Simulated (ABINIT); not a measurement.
# SrTiO3 (Tausonite): G0W0 with ABINIT, start to end

Wanted: ground state, empty states, screening and self-energy for SrTiO3 (Tausonite).

Program: ABINIT 10.8.3. Level of theory: PBE and many-body steps on it, plane waves. Results are calculated unless marked as measured.

**What was measured.**

- Gap 3.77 eV: direct gap (M0 critical point); spectroscopic ellipsometry, second-derivative fit; 300 K; bulk crystal (commercial single crystal) (“Optical probe of ferroelectric order in bulk and thin film perovskite titanates”, 2013, arxiv:1309.1245).

### 1. The starting structure

It takes space group Pm-3m (No. 221, cubic). Conventional cell: a = 3.905 Å, b = 3.905 Å, c = 3.905 Å, α = 90.00°, β = 90.00°, γ = 90.00°. Nearest to Sr lie 12 O at 2.76 Å. Nearest to Ti lie 6 O at 1.95 Å. Nearest to O lie 2 Ti at 1.95 Å and 4 Sr at 2.76 Å. Farther neighbours and most contacts between anions are not listed.

The cell and positions come from the Crystallography Open Database and are kept as given unless a step says otherwise.

### 2. Ground state

This step: ABINIT 10.8.3; DFT, PBE, plane waves, norm-conserving pseudopotentials.

The ground-state density comes first.

File run.abi:

```
acell 3*1.0 Angstrom
rprim 
  3.905280000000 0.000000000000 0.000000000000
  0.000000000000 3.905280000000 0.000000000000
  0.000000000000 0.000000000000 3.905280000000
ntypat 3
znucl 38 22 8
natom 5
typat 1 2 3 3 3
xred 
  0.500000000000 0.500000000000 0.500000000000
  0.000000000000 0.000000000000 0.000000000000
  0.500000000000 0.000000000000 0.000000000000
  0.000000000000 0.500000000000 0.000000000000
  0.000000000000 0.000000000000 0.500000000000
pp_dirpath "pseudos"
pseudos "Sr.upf, Ti.upf, O.upf"
ecut 38
ngkpt 6 6 6
nshiftk 1
shiftk 0 0 0
kptopt 1
chksymbreak 0
nband 26
occopt 1
tolvrs 1e-10
nstep 60
prtwf 0
indata_prefix "in"
outdata_prefix "out"
tmpdata_prefix "tmp"
```

Run with:

```sh
$ OMP_NUM_THREADS=1 mpirun -n 4 abinit run.abi > log
```

Numbers of over 12 decimals in the logs are rounded to 6 here.

What it wrote:

```text
.Version 10.8.3 of ABINIT. v10.8.2 released Aug 2026.

 Symmetries : space group Pm -3 m (#221); Bravais cP (primitive cubic)
================================================================================
 Values of the parameters that define the memory need of the present run
     intxc =       0    ionmov =       0      iscf =       7    lmnmax =       6
     lnmax =       6     mgfft =      45  mpssoang =       3    mqgrid =    3001
     natom =       5  nloc_mem =       1    nspden =       1   nspinor =       1
    nsppol =       1      nsym =      48    n1xccc =    2501    ntypat =       3
    occopt =       1   xclevel =       2
-    mband =          26        mffmem =           1         mkmem =           5
       mpw =        4525          nfft =       91125          nkpt =          20
================================================================================
  Rough estimation (10% accuracy) of disk space for files :
================================================================================

--------------------------------------------------------------------------------
------------- Echo of variables that govern the present computation ------------
--------------------------------------------------------------------------------
 -outvars: echo values of preprocessed input variables --------
            acell      1.8897261259E+00  1.8897261259E+00  1.8897261259E+00 Bohr

      chksymbreak           0
             ecut      3.80000000E+01 Hartree
-          fftalg         312

              ixc     -101130
              kpt      0.00000000E+00  0.00000000E+00  0.00000000E+00
                       1.66666667E-01  0.00000000E+00  0.00000000E+00
                       3.33333333E-01  0.00000000E+00  0.00000000E+00
                       5.00000000E-01  0.00000000E+00  0.00000000E+00
                       1.66666667E-01  1.66666667E-01  0.00000000E+00
                       3.33333333E-01  1.66666667E-01  0.00000000E+00
                       5.00000000E-01  1.66666667E-01  0.00000000E+00
                       3.33333333E-01  3.33333333E-01  0.00000000E+00
                       5.00000000E-01  3.33333333E-01  0.00000000E+00
   [... 9 further rows ...]
                       5.00000000E-01  5.00000000E-01  3.33333333E-01
                       5.00000000E-01  5.00000000E-01  5.00000000E-01
         kptrlatt        6    0    0      0    6    0      0    0    6
          kptrlen      4.42794579E+01
P           mkmem           5
            natom           5
            nband          26
            ngfft          45      45      45
             nkpt          20
            nstep          60
             nsym          48
           ntypat           3
              occ      2.000000  2.000000  2.000000  2.000000  2.000000  2.000000
                       2.000000  2.000000  2.000000  2.000000  2.000000  2.000000
                       2.000000  2.000000  2.000000  2.000000  2.000000  2.000000
                       2.000000  2.000000  0.000000  0.000000  0.000000  0.000000
                       0.000000  0.000000
            prtwf           0
            rprim      3.9052800000E+00  0.0000000000E+00  0.0000000000E+00
[...]
spgroup         221

           tolvrs      1.00000000E-10

             xred      5.0000000000E-01  5.0000000000E-01  5.0000000000E-01
[...]
znucl       38.00000   22.00000    8.00000

================================================================================

 chkinp: Checking input parameters for consistency.

================================================================================
== DATASET  1 ==================================================================
-   mpi_nproc: 4, omp_nthreads: 1 (-1 if OMP is not activated)

--- !DatasetInfo
iteration_state: {dtset: 1, }
dimensions: {natom: 5, nkpt: 20, mband: 26, nsppol: 1, nspinor: 1, nspden: 1, mpw: 4525, }
cutoff_energies: {ecut:  38.0, pawecutdg:  -1.0, }
electrons: {nelect:   4.00000000E+01, charge:   0.00000000E+00, occopt:   1.00000000E+00, tsmear:   1.00000000E-02, }

 Real(R)+Recip(G) space primitive vectors, cartesian coordinates (Bohr,Bohr^-1):
 R(1)=  7.3799096  0.0000000  0.0000000  G(1)=  0.1355030  0.0000000  0.0000000
 R(2)=  0.0000000  7.3799096  0.0000000  G(2)=  0.0000000  0.1355030  0.0000000
 R(3)=  0.0000000  0.0000000  7.3799096  G(3)=  0.0000000  0.0000000  0.1355030
 Unit cell volume ucvol=  4.0193251E+02 bohr^3
 Angles (23,13,12)=  9.00000000E+01  9.00000000E+01  9.00000000E+01 degrees

 getcut: wavevector=  0.0000  0.0000  0.0000  ngfft=  45  45  45
         ecut(hartree)=     38.000   => boxcut(ratio)=   2.14855

--- Pseudopotential description ------------------------------------------------
- Sr Generated using ONCVPSP code by D. R. Hamann
- 38.00000  10.00000  171031                  znucl, zion, pspdat
12 -101130 2 -1 1834                          pspcod,pspxc,lmax,lloc,mmax
     nproj     2     2     2
  pspatm : epsatm=   12.84204793
         --- l  ekb(1:nproj) -->
[...]
pspatm: atomic psp has been read  and splines computed

- Ti Generated using ONCVPSP code by D. R. Hamann
- 22.00000  12.00000  171031                  znucl, zion, pspdat
12 -101130 2 -1 1586                          pspcod,pspxc,lmax,lloc,mmax
[...]
ETOT  6  -143.53667094116    -1.177E-02 2.378E-03 2.084E+01
 ETOT  7  -143.54052405821    -3.853E-03 9.859E-03 1.503E+00
 ETOT  8  -143.54082156406    -2.975E-04 1.867E-03 1.093E-01
 ETOT  9  -143.54084400344    -2.244E-05 4.528E-03 3.528E-04
 ETOT 10  -143.54084405617    -5.273E-08 1.489E-03 1.322E-04
 ETOT 11  -143.54084407869    -2.251E-08 1.326E-03 4.309E-06
 ETOT 12  -143.54084407962    -9.340E-10 9.459E-04 1.902E-09
 ETOT 13  -143.54084407962    -2.785E-12 1.805E-03 8.134E-10
 ETOT 14  -143.54084407963    -5.002E-12 1.226E-03 2.542E-12

 At SCF step   14       vres2   =  2.54E-12 < tolvrs=  1.00E-10 =>converged.

 Cartesian components of stress tensor (hartree/bohr^3)
  sigma(1 1)= -1.16965023E-04  sigma(3 2)=  0.00000000E+00
  sigma(2 2)= -1.16965023E-04  sigma(3 1)=  0.00000000E+00
  sigma(3 3)= -1.16965023E-04  sigma(2 1)=  0.00000000E+00

--- !ResultsGS
iteration_state: {dtset: 1, }
comment   : Summary of ground state results
lattice_vectors:
- [  7.3799096,   0.0000000,   0.0000000, ]
- [  0.0000000,   7.3799096,   0.0000000, ]
- [  0.0000000,   0.0000000,   7.3799096, ]
lattice_lengths: [   7.37991,    7.37991,    7.37991, ]
lattice_angles: [ 90.000,  90.000,  90.000, ] # degrees, (23, 13, 12)
lattice_volume:   4.0193251E+02
convergence: {deltae: -5.002E-12, res2:  2.542E-12, residm:  1.226E-03, diffor: null, }
etotal    :  -1.43540844E+02
entropy   :   0.00000000E+00
fermie    :   2.54497182E-01
cartesian_stress_tensor: # hartree/bohr^3
- [ -1.16965023E-04,   0.00000000E+00,   0.00000000E+00, ]
- [  0.00000000E+00,  -1.16965023E-04,   0.00000000E+00, ]
- [  0.00000000E+00,   0.00000000E+00,  -1.16965023E-04, ]
pressure_GPa:   3.4412E+00
xred      :
- [  5.0000E-01,   5.0000E-01,   5.0000E-01, Sr]
- [  0.0000E+00,   0.0000E+00,   0.0000E+00, Ti]
- [  5.0000E-01,   0.0000E+00,   0.0000E+00,  O]
- [  0.0000E+00,   5.0000E-01,   0.0000E+00,  O]
- [  0.0000E+00,   0.0000E+00,   5.0000E-01,  O]
cartesian_forces: # hartree/bohr
- [ -0.00000000E+00,  -0.00000000E+00,  -0.00000000E+00, ]
- [ -0.00000000E+00,  -0.00000000E+00,  -0.00000000E+00, ]
- [ -0.00000000E+00,  -0.00000000E+00,  -0.00000000E+00, ]
- [ -0.00000000E+00,  -0.00000000E+00,  -0.00000000E+00, ]
- [ -0.00000000E+00,  -0.00000000E+00,  -0.00000000E+00, ]
force_length_stats: {min:   0.00000000E+00, max:   0.00000000E+00, mean:   0.00000000E+00, }

 Integrated electronic density in atomic spheres:
 ------------------------------------------------
 Atom  Sphere_radius  Integrated_density
[...]
================================================================================

 ----iterations are completed or convergence reached----

 Mean square residual over all n,k,spin=   83.496E-07; max=  12.261E-04
 reduced coordinates (array xred) for    5 atoms
       0.500000000000      0.500000000000      0.500000000000
       0.000000000000      0.000000000000      0.000000000000
       0.500000000000      0.000000000000      0.000000000000
       0.000000000000      0.500000000000      0.000000000000
       0.000000000000      0.000000000000      0.500000000000
 rms dE/dt=  0.0000E+00; max dE/dt=  0.0000E+00; dE/dt below (all hartree)
    1       0.000000000000      0.000000000000      0.000000000000
    2       0.000000000000      0.000000000000      0.000000000000
    3       0.000000000000      0.000000000000      0.000000000000
    4       0.000000000000      0.000000000000      0.000000000000
    5       0.000000000000      0.000000000000      0.000000000000

 cartesian coordinates (angstrom) at end:
    1      1.952640     1.952640     1.952640
    2      0.000000     0.000000     0.000000
    3      1.952640     0.000000     0.000000
    4      0.000000     1.952640     0.000000
    5      0.000000     0.000000     1.952640

 cartesian forces (hartree/bohr) at end:
[...]
frms,max,avg= 0.0000000E+00 0.0000000E+00   0.000E+00  0.000E+00  0.000E+00 h/b

 cartesian forces (eV/Angstrom) at end:
    1     -0.000000    -0.000000    -0.000000
    2     -0.000000    -0.000000    -0.000000
    3     -0.000000    -0.000000    -0.000000
    4     -0.000000    -0.000000    -0.000000
    5     -0.000000    -0.000000    -0.000000
 frms,max,avg= 0.0000000E+00 0.0000000E+00   0.000E+00  0.000E+00  0.000E+00 e/A
 length scales=  1.889726125908  1.889726125908  1.889726125908 bohr
              =  1.000000000000  1.000000000000  1.000000000000 angstroms
 prteigrs : about to open file out_EIG
 Fermi (or HOMO) energy (hartree) =   0.25450   Average Vxc (hartree)=  -0.42036
 Eigenvalues (hartree) for nkpt=  20  k points:
 kpt#   1, nband= 26, wtk=  0.00463, kpt=  0.0000  0.0000  0.0000 (reduced coord)
  -1.81815   -0.94790   -0.94625   -0.94625   -0.94625   -0.38343   -0.34734   -0.34734
  -0.28601   -0.28601   -0.28601    0.15118    0.15118    0.15118    0.21165    0.21165
   0.21165    0.24145    0.24145    0.24145    0.32460    0.32460    0.32460    0.41575
   0.41576    0.45510
 prteigrs : prtvol=0 or 1, do not print more k-points.

--- !EnergyTerms
iteration_state     : {dtset: 1, }
comment             : Components of total free energy in Hartree
kinetic             :  6.54542980228912E+01
hartree             :  3.02029718585673E+01
xc                  : -2.97726453297862E+01
Ewald energy        : -1.06245779347251E+02
psp_core            :  4.58881612978461E+00
local_psp           : -1.06039726698925E+02
non_local_psp       : -1.72877871490931E+00
total_energy        : -1.43540844079629E+02
total_energy_eV     : -3.90594535032491E+03
band_energy         : -1.20259377884534E+01

 Cartesian components of stress tensor (hartree/bohr^3)
  sigma(1 1)= -1.16965023E-04  sigma(3 2)=  0.00000000E+00
  sigma(2 2)= -1.16965023E-04  sigma(3 1)=  0.00000000E+00
  sigma(3 3)= -1.16965023E-04  sigma(2 1)=  0.00000000E+00

-Cartesian components of stress tensor (GPa)         [Pressure=  3.4412E+00 GPa]
- sigma(1 1)= -3.44122979E+00  sigma(3 2)=  0.00000000E+00
- sigma(2 2)= -3.44122979E+00  sigma(3 1)=  0.00000000E+00
- sigma(3 3)= -3.44122979E+00  sigma(2 1)=  0.00000000E+00

== END DATASET(S) ==============================================================
================================================================================

 -outvars: echo values of variables after computation  --------
           etotal     -1.4354084408E+02
            nband          26
             nkpt          20
          spgroup         221
 [... the other variables as echoed above ...]

 Calculation completed.
```

Elapsed: 37 s, on 4 MPI ranks of Arm Neoverse V1, shared host; peak memory 0.34 GiB; 2.5 min of CPU time.

This step gave:

| Quantity | Value |
| --- | --- |
| total energy | -3905.9454 eV |
| gap | 1.908 eV |
| k of the valence top | 0.5, 0.5, 0.5 |
| k of the conduction bottom | 0, 0, 0 |
| least direct gap | 2.263 eV |
| pressure | 3.441 GPa |

The gap is indirect, with the least direct gap 0.36 eV higher.

The cutoff was set for levels, not for stress, so the pressure can be off by some GPa.

(Continued in part 2 of 3.)

[Paths, hosts, dates, memory and timing lines, banners, echoed tables and standing remarks are left out of the program output.]

[Logs are printed without paths, hosts, clocks, repeated set-up lines and the standing remarks that a program may print on its own settings, such as how far it seeks lower states.]

[Runs of the session that timed out or met a known fault of the program may be left out.]

[Hosts, paths, dates, database ids (printed as entryN), source tags and the programs' standing remarks are cut or masked in the printed files.]

[G0W0 gaps are taken among the corrected bands and points alone; a level outside them can change the order at an edge.]

[Where Ansatz stands beside ABINIT at settings called matched, ABINIT's density can come from a denser mesh and the files from another edition; pairs whose starting gaps differed by over 0.03 eV were left out, so agreement reads better than it is.]
